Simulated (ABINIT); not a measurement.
# SiPbS3 (Pm-3m): zone-centre phonons, part 3 of 4

Aim: the zone-centre modes of SiPbS3 (Pm-3m).

ABINIT 10.8.3; DFT PBEsol, scalar-relativistic, plane waves, PseudoDojo norm-conserving pseudopotentials.

So far. Step 5 (Relaxing the cell and atoms): The volume changes by +1.1 % in this run and stands +14.0 % from the first cell. Step 7 (Linear response at Γ): The acoustic modes at Γ come out as far as 2.1 cm⁻¹ from zero, where they should vanish, a small numerical error. The lowest optical mode is imaginary, 147i cm⁻¹, an instability at this level and on this k mesh. The relaxed cell has a = 4.586 Å (conventional setting).

The structure was built from a prototype and need not be the compound's stable phase.

**8. Zone-centre analysis**

anaddb reads the merged derivatives and imposes the acoustic sum rule.

anaddb.abi

```
ddb_filepath "gamma_DDB"
output_file "anaddb.abo"
outdata_prefix "anaddb"
asr 1
chneut 1
enunit 2
eivec 1
nph1l 1
qph1l 0.0 0.0 0.0 1.0
```

mrgddb.in

```
gamma_DDB
merged
2
dfpt_gammao_DDB
gso_DDB
```

Run with:

```
> mrgddb < mrgddb.in > mrgddb.log
> OMP_NUM_THREADS=1 anaddb anaddb.abi > anaddb.log
```

anaddb.abo, the main output file:

```text
-outvars_anaddb: echo values of input variables ----------------------

 Miscellaneous information :
      enunit         2
       eivec         1
         asr         1
 First list of wavevector (reduced coord.) :
       nph1l         1
       qph1l
                     0.00000000E+00  0.00000000E+00  0.00000000E+00    1.000E+00

================================================================================

 read the DDB information and perform some checks

  ==== Info on the Cryst% object ====
 Real(R)+Recip(G) space primitive vectors, cartesian coordinates (Bohr,Bohr^-1):
 R(1)=  8.6669169  0.0000000  0.0000000  G(1)=  0.1153813  0.0000000  0.0000000
 R(2)=  0.0000000  8.6669169  0.0000000  G(2)=  0.0000000  0.1153813  0.0000000
 R(3)=  0.0000000  0.0000000  8.6669169  G(3)=  0.0000000  0.0000000  0.1153813
 Unit cell volume ucvol=  6.5101935E+02 bohr^3
 Angles (23,13,12)=  9.00000000E+01  9.00000000E+01  9.00000000E+01 degrees
 Time-reversal symmetry is present
 Reduced atomic positions [iatom, xred, symbol]:
    1)    0.0000000  0.0000000  0.0000000  Pb
    2)    0.5000000  0.5000000  0.5000000  Si
    3)    0.5000000  0.5000000  0.0000000   S
    4)    0.5000000  0.0000000  0.5000000   S
    5)    0.0000000  0.5000000  0.5000000   S

 DDB file with 3 blocks has been read.

================================================================================

 Treat the first list of vectors

  Phonon wavevector (reduced coordinates) :  0.00000  0.00000  0.00000
 Phonon energies in Hartree :
  -6.685436E-04 -6.685436E-04 -6.685436E-04 -4.685217E-04 -4.685217E-04
  -4.685217E-04 -1.481916E-04 -1.481916E-04 -1.481916E-04  1.483825E-08
   1.499150E-08  1.544211E-08  1.384706E-03  1.384706E-03  1.384706E-03
 Phonon energies in meV     :
- -1.819200E+01 -1.819200E+01 -1.819200E+01 -1.274913E+01 -1.274913E+01
- -1.274913E+01 -4.032500E+00 -4.032500E+00 -4.032500E+00  4.037693E-04
-  4.079396E-04  4.202012E-04  3.767976E+01  3.767976E+01  3.767976E+01
 Phonon frequencies in cm-1    :
- -1.467284E+02 -1.467284E+02 -1.467284E+02 -1.028286E+02 -1.028286E+02
- -1.028286E+02 -3.252430E+01 -3.252430E+01 -3.252430E+01  3.256619E-03
-  3.290255E-03  3.389151E-03  3.039078E+02  3.039078E+02  3.039078E+02
 Phonon frequencies in Thz     :
- -4.398805E+00 -4.398805E+00 -4.398805E+00 -3.082725E+00 -3.082725E+00
- -3.082725E+00 -9.750541E-01 -9.750541E-01 -9.750541E-01  9.763097E-05
-  9.863936E-05  1.016042E-04  9.110926E+00  9.110926E+00  9.110926E+00
 Phonon energies in Kelvin  :
- -2.111094E+02 -2.111094E+02 -2.111094E+02 -1.479475E+02 -1.479475E+02
- -1.479475E+02 -4.679522E+01 -4.679522E+01 -4.679522E+01  4.685548E-03
-  4.733943E-03  4.876232E-03  4.372555E+02  4.372555E+02  4.372555E+02

 Eigendisplacements
 (will be given, for each mode : in cartesian coordinates
   for each atom the real part of the displacement vector,
   then the imaginary part of the displacement vector - absolute values smaller than 1.0d-7 are set to zero)
  Mode number    1   Energy   -6.685436E-04
 Attention : low frequency mode.
   (Could be unstable or acoustic mode)
-  1  0.00000000E+00  0.00000000E+00  4.44137306E-04
-     0.00000000E+00  0.00000000E+00  0.00000000E+00
-  2  0.00000000E+00  0.00000000E+00  2.21521672E-03
-     0.00000000E+00  0.00000000E+00  0.00000000E+00
-  3  0.00000000E+00  0.00000000E+00 -7.16304355E-06
-     0.00000000E+00  0.00000000E+00  0.00000000E+00
-  4  0.00000000E+00  0.00000000E+00 -2.40157614E-03
-     0.00000000E+00  0.00000000E+00  0.00000000E+00
-  5  0.00000000E+00  0.00000000E+00 -2.40157614E-03
-     0.00000000E+00  0.00000000E+00  0.00000000E+00
  Mode number    2   Energy   -6.685436E-04
 Attention : low frequency mode.
   (Could be unstable or acoustic mode)
-  1  0.00000000E+00  4.44137306E-04  0.00000000E+00
-     0.00000000E+00  0.00000000E+00  0.00000000E+00
-  2  0.00000000E+00  2.21521672E-03  0.00000000E+00
-     0.00000000E+00  0.00000000E+00  0.00000000E+00
-  3  0.00000000E+00 -2.40157614E-03  0.00000000E+00
-     0.00000000E+00  0.00000000E+00  0.00000000E+00
-  4  0.00000000E+00 -7.16304355E-06  0.00000000E+00
-     0.00000000E+00  0.00000000E+00  0.00000000E+00
-  5  0.00000000E+00 -2.40157614E-03  0.00000000E+00
-     0.00000000E+00  0.00000000E+00  0.00000000E+00
  Mode number    3   Energy   -6.685436E-04
 Attention : low frequency mode.
   (Could be unstable or acoustic mode)
-  1  4.44137306E-04  0.00000000E+00  0.00000000E+00
-     0.00000000E+00  0.00000000E+00  0.00000000E+00
-  2  2.21521672E-03  0.00000000E+00  0.00000000E+00
-     0.00000000E+00  0.00000000E+00  0.00000000E+00
-  3 -2.40157614E-03  0.00000000E+00  0.00000000E+00
-     0.00000000E+00  0.00000000E+00  0.00000000E+00
-  4 -2.40157614E-03  0.00000000E+00  0.00000000E+00
-     0.00000000E+00  0.00000000E+00  0.00000000E+00
-  5 -7.16304355E-06  0.00000000E+00  0.00000000E+00
-     0.00000000E+00  0.00000000E+00  0.00000000E+00
  Mode number    4   Energy   -4.685217E-04
 Attention : low frequency mode.
   (Could be unstable or acoustic mode)
-  1  0.00000000E+00  0.00000000E+00  0.00000000E+00
-     0.00000000E+00  0.00000000E+00  0.00000000E+00
-  2  0.00000000E+00  0.00000000E+00  0.00000000E+00
-     0.00000000E+00  0.00000000E+00  0.00000000E+00
-  3  0.00000000E+00  0.00000000E+00  0.00000000E+00
-     0.00000000E+00  0.00000000E+00  0.00000000E+00
-  4  0.00000000E+00  0.00000000E+00 -2.92470830E-03
-     0.00000000E+00  0.00000000E+00  0.00000000E+00
-  5  0.00000000E+00  0.00000000E+00  2.92470830E-03
-     0.00000000E+00  0.00000000E+00  0.00000000E+00
  Mode number    5   Energy   -4.685217E-04
 Attention : low frequency mode.
   (Could be unstable or acoustic mode)
-  1  0.00000000E+00  0.00000000E+00  0.00000000E+00
-     0.00000000E+00  0.00000000E+00  0.00000000E+00
-  2  0.00000000E+00  0.00000000E+00  0.00000000E+00
-     0.00000000E+00  0.00000000E+00  0.00000000E+00
-  3  0.00000000E+00  2.92470830E-03  0.00000000E+00
-     0.00000000E+00  0.00000000E+00  0.00000000E+00
-  4  0.00000000E+00  0.00000000E+00  0.00000000E+00
-     0.00000000E+00  0.00000000E+00  0.00000000E+00
-  5  0.00000000E+00 -2.92470830E-03  0.00000000E+00
-     0.00000000E+00  0.00000000E+00  0.00000000E+00
  Mode number    6   Energy   -4.685217E-04
 Attention : low frequency mode.
   (Could be unstable or acoustic mode)
-  1  0.00000000E+00  0.00000000E+00  0.00000000E+00
-     0.00000000E+00  0.00000000E+00  0.00000000E+00
-  2  0.00000000E+00  0.00000000E+00  0.00000000E+00
-     0.00000000E+00  0.00000000E+00  0.00000000E+00
-  3  2.92470830E-03  0.00000000E+00  0.00000000E+00
-     0.00000000E+00  0.00000000E+00  0.00000000E+00
-  4 -2.92470830E-03  0.00000000E+00  0.00000000E+00
-     0.00000000E+00  0.00000000E+00  0.00000000E+00
-  5  0.00000000E+00  0.00000000E+00  0.00000000E+00
-     0.00000000E+00  0.00000000E+00  0.00000000E+00
  Mode number    7   Energy   -1.481916E-04
 Attention : low frequency mode.
   (Could be unstable or acoustic mode)
-  1  0.00000000E+00  0.00000000E+00  8.91051867E-04
-     0.00000000E+00  0.00000000E+00  0.00000000E+00
-  2  0.00000000E+00  0.00000000E+00 -3.03833475E-03
-     0.00000000E+00  0.00000000E+00  0.00000000E+00
-  3  0.00000000E+00  0.00000000E+00 -1.71263850E-03
-     0.00000000E+00  0.00000000E+00  0.00000000E+00
-  4  0.00000000E+00  0.00000000E+00 -6.92379186E-04
-     0.00000000E+00  0.00000000E+00  0.00000000E+00
-  5  0.00000000E+00  0.00000000E+00 -6.92379186E-04
-     0.00000000E+00  0.00000000E+00  0.00000000E+00
  Mode number    8   Energy   -1.481916E-04
 Attention : low frequency mode.
   (Could be unstable or acoustic mode)
-  1  0.00000000E+00 -8.91051867E-04  0.00000000E+00
-     0.00000000E+00  0.00000000E+00  0.00000000E+00
-  2  0.00000000E+00  3.03833475E-03  0.00000000E+00
-     0.00000000E+00  0.00000000E+00  0.00000000E+00
-  3  0.00000000E+00  6.92379186E-04  0.00000000E+00
-     0.00000000E+00  0.00000000E+00  0.00000000E+00
-  4  0.00000000E+00  1.71263850E-03  0.00000000E+00
-     0.00000000E+00  0.00000000E+00  0.00000000E+00
-  5  0.00000000E+00  6.92379186E-04  0.00000000E+00
-     0.00000000E+00  0.00000000E+00  0.00000000E+00
  Mode number    9   Energy   -1.481916E-04
 Attention : low frequency mode.
   (Could be unstable or acoustic mode)
-  1  8.91051867E-04  0.00000000E+00  0.00000000E+00
-     0.00000000E+00  0.00000000E+00  0.00000000E+00
-  2 -3.03833475E-03  0.00000000E+00  0.00000000E+00
-     0.00000000E+00  0.00000000E+00  0.00000000E+00
-  3 -6.92379186E-04  0.00000000E+00  0.00000000E+00
-     0.00000000E+00  0.00000000E+00  0.00000000E+00
-  4 -6.92379186E-04  0.00000000E+00  0.00000000E+00
-     0.00000000E+00  0.00000000E+00  0.00000000E+00
-  5 -1.71263850E-03  0.00000000E+00  0.00000000E+00
-     0.00000000E+00  0.00000000E+00  0.00000000E+00
  Mode number   10   Energy    1.483825E-08
 Attention : low frequency mode.
   (Could be unstable or acoustic mode)
-  1  0.00000000E+00  0.00000000E+00  1.28650476E-03
-     0.00000000E+00  0.00000000E+00  0.00000000E+00
-  2  0.00000000E+00  0.00000000E+00  1.28627373E-03
-     0.00000000E+00  0.00000000E+00  0.00000000E+00
-  3  0.00000000E+00  0.00000000E+00  1.28632155E-03
-     0.00000000E+00  0.00000000E+00  0.00000000E+00
-  4  0.00000000E+00  0.00000000E+00  1.28635447E-03
-     0.00000000E+00  0.00000000E+00  0.00000000E+00
-  5  0.00000000E+00  0.00000000E+00  1.28635447E-03
-     0.00000000E+00  0.00000000E+00  0.00000000E+00
  Mode number   11   Energy    1.499150E-08
 Attention : low frequency mode.
   (Could be unstable or acoustic mode)
-  1  0.00000000E+00  1.28650476E-03  0.00000000E+00
-     0.00000000E+00  0.00000000E+00  0.00000000E+00
-  2  0.00000000E+00  1.28627373E-03  0.00000000E+00
-     0.00000000E+00  0.00000000E+00  0.00000000E+00
-  3  0.00000000E+00  1.28635447E-03  0.00000000E+00
-     0.00000000E+00  0.00000000E+00  0.00000000E+00
-  4  0.00000000E+00  1.28632155E-03  0.00000000E+00
-     0.00000000E+00  0.00000000E+00  0.00000000E+00
-  5  0.00000000E+00  1.28635447E-03  0.00000000E+00
-     0.00000000E+00  0.00000000E+00  0.00000000E+00
  Mode number   12   Energy    1.544211E-08
 Attention : low frequency mode.
   (Could be unstable or acoustic mode)
-  1  1.28650476E-03  0.00000000E+00  0.00000000E+00
-     0.00000000E+00  0.00000000E+00  0.00000000E+00
-  2  1.28627373E-03  0.00000000E+00  0.00000000E+00
-     0.00000000E+00  0.00000000E+00  0.00000000E+00
-  3  1.28635447E-03  0.00000000E+00  0.00000000E+00
-     0.00000000E+00  0.00000000E+00  0.00000000E+00
-  4  1.28635447E-03  0.00000000E+00  0.00000000E+00
-     0.00000000E+00  0.00000000E+00  0.00000000E+00
-  5  1.28632155E-03  0.00000000E+00  0.00000000E+00
-     0.00000000E+00  0.00000000E+00  0.00000000E+00
  Mode number   13   Energy    1.384706E-03
-  1  0.00000000E+00  0.00000000E+00  3.55044393E-05
-     0.00000000E+00  0.00000000E+00  0.00000000E+00
-  2  0.00000000E+00  0.00000000E+00  1.93373537E-03
-     0.00000000E+00  0.00000000E+00  0.00000000E+00
-  3  0.00000000E+00  0.00000000E+00 -3.53836575E-03
-     0.00000000E+00  0.00000000E+00  0.00000000E+00
-  4  0.00000000E+00  0.00000000E+00  8.07622367E-04
-     0.00000000E+00  0.00000000E+00  0.00000000E+00
-  5  0.00000000E+00  0.00000000E+00  8.07622367E-04
-     0.00000000E+00  0.00000000E+00  0.00000000E+00
  Mode number   14   Energy    1.384706E-03
-  1  0.00000000E+00 -3.55044393E-05  0.00000000E+00
-     0.00000000E+00  0.00000000E+00  0.00000000E+00
-  2  0.00000000E+00 -1.93373536E-03  0.00000000E+00
-     0.00000000E+00  0.00000000E+00  0.00000000E+00
-  3  0.00000000E+00 -8.07622366E-04  0.00000000E+00
-     0.00000000E+00  0.00000000E+00  0.00000000E+00
-  4  0.00000000E+00  3.53836575E-03  0.00000000E+00
-     0.00000000E+00  0.00000000E+00  0.00000000E+00
-  5 -1.34913300E-07 -8.07622366E-04  0.00000000E+00
-     0.00000000E+00  0.00000000E+00  0.00000000E+00
  Mode number   15   Energy    1.384706E-03
-  1  3.55044393E-05  0.00000000E+00  0.00000000E+00
-     0.00000000E+00  0.00000000E+00  0.00000000E+00
-  2  1.93373536E-03  0.00000000E+00  0.00000000E+00
-     0.00000000E+00  0.00000000E+00  0.00000000E+00
-  3  8.07622366E-04  0.00000000E+00  0.00000000E+00
-     0.00000000E+00  0.00000000E+00  0.00000000E+00
-  4  8.07622366E-04 -1.34913300E-07  0.00000000E+00
-     0.00000000E+00  0.00000000E+00  0.00000000E+00
-  5 -3.53836575E-03  0.00000000E+00  0.00000000E+00
-     0.00000000E+00  0.00000000E+00  0.00000000E+00

 Analysis of degeneracies and characters (maximum tolerance=1.00E-06 a.u.)
 For each vibration mode, or group of modes if degenerate,
 the characters are given for each symmetry operation (see the list in the log file).
 Symmetry characters of vibration mode #   1
       degenerate with vibration modes #   2 to    3
  3.0 -3.0 -1.0  1.0 -1.0  1.0 -1.0  1.0  1.0 -1.0 -1.0  1.0  1.0 -1.0 -1.0  1.0
  0.0 -0.0  0.0 -0.0 -0.0  0.0 -0.0  0.0  1.0 -1.0 -1.0  1.0 -1.0  1.0  1.0 -1.0
  0.0 -0.0 -0.0  0.0 -0.0  0.0  0.0 -0.0  1.0 -1.0  1.0 -1.0 -1.0  1.0 -1.0  1.0
 Symmetry characters of vibration mode #   4
       degenerate with vibration modes #   5 to    6
  3.0 -3.0 -1.0  1.0 -1.0  1.0 -1.0  1.0 -1.0  1.0  1.0 -1.0 -1.0  1.0  1.0 -1.0
  0.0 -0.0  0.0 -0.0 -0.0  0.0 -0.0  0.0 -1.0  1.0  1.0 -1.0  1.0 -1.0 -1.0  1.0
  0.0 -0.0 -0.0  0.0 -0.0  0.0  0.0 -0.0 -1.0  1.0 -1.0  1.0  1.0 -1.0  1.0 -1.0
 Symmetry characters of vibration mode #   7
       degenerate with vibration modes #   8 to    9
  3.0 -3.0 -1.0  1.0 -1.0  1.0 -1.0  1.0  1.0 -1.0 -1.0  1.0  1.0 -1.0 -1.0  1.0
 -0.0  0.0 -0.0  0.0  0.0 -0.0 -0.0  0.0  1.0 -1.0 -1.0  1.0 -1.0  1.0  1.0 -1.0
 -0.0  0.0  0.0 -0.0 -0.0  0.0 -0.0  0.0  1.0 -1.0  1.0 -1.0 -1.0  1.0 -1.0  1.0
 Symmetry characters of vibration mode #  10
       degenerate with vibration modes #  11 to   12
  3.0 -3.0 -1.0  1.0 -1.0  1.0 -1.0  1.0  1.0 -1.0 -1.0  1.0  1.0 -1.0 -1.0  1.0
 -0.0  0.0  0.0 -0.0  0.0 -0.0 -0.0  0.0  1.0 -1.0 -1.0  1.0 -1.0  1.0  1.0 -1.0
 -0.0  0.0  0.0 -0.0 -0.0  0.0  0.0 -0.0  1.0 -1.0  1.0 -1.0 -1.0  1.0 -1.0  1.0
 Symmetry characters of vibration mode #  13
       degenerate with vibration modes #  14 to   15
  3.0 -3.0 -1.0  1.0 -1.0  1.0 -1.0  1.0  1.0 -1.0 -1.0  1.0  1.0 -1.0 -1.0  1.0
 -0.0  0.0 -0.0  0.0  0.0 -0.0  0.0 -0.0  1.0 -1.0 -1.0  1.0 -1.0  1.0  1.0 -1.0
 -0.0  0.0  0.0 -0.0  0.0 -0.0 -0.0  0.0  1.0 -1.0  1.0 -1.0 -1.0  1.0 -1.0  1.0
-
```

Run time: 0.51 s. Hardware: 1 thread of Arm Neoverse V1, shared host.

Read from the output:

```
lowest optical zone-centre mode : -146.7 cm⁻¹
```

No LO-TO term; unit eigenvectors of the mass-weighted matrix, from anaddb's displacements. The modes at Γ (shares of kinetic energy by element, %) (negative means imaginary):

```
mode  frequency (cm⁻¹)  symmetry  Pb %  Si %  S %
   1            -146.7       T1u     7    25   67
   2            -146.7       T1u     7    25   67
   3            -146.7       T1u     7    25   67
   4            -102.8       T2u     0     0  100
   5            -102.8       T2u     0     0  100
   6            -102.8       T2u     0     0  100
   7             -32.5       T1u    30    47   23
   8             -32.5       T1u    30    47   23
   9             -32.5       T1u    30    47   23
  10               0.0  acoustic    63     8   29
  11               0.0  acoustic    63     8   29
  12               0.0  acoustic    63     8   29
  13             303.9       T1u     0    19   81
  14             303.9       T1u     0    19   81
  15             303.9       T1u     0    19   81
```

Displacements in mode 1 (-146.7 cm⁻¹), the largest set to 1:
```
Pb1  0.00  0.00  0.18
Si2  0.00  0.00  0.92
S3   0.00  0.00  0.00
S4   0.00  0.00 -1.00
S5   0.00  0.00 -1.00
```

Displacements in mode 13 (303.9 cm⁻¹), the largest set to 1:
```
Pb1  0.00  0.00  0.01
Si2  0.00  0.00  0.55
S3   0.00  0.00 -1.00
S4   0.00  0.00  0.23
S5   0.00  0.00  0.23
```

The rule moves no optical mode by more than 0.2 cm⁻¹.

[end of part 3 of 4]

[Host names and launcher messages were left out of these logs when they were recorded.]

[Logs are printed without paths, hosts, clocks, repeated set-up lines and the standing remarks that a program may print on its own settings, such as how far it seeks lower states.]

[Hosts, paths, dates, database ids (printed as entryN), source tags and the programs' standing remarks are cut or masked in the printed files.]
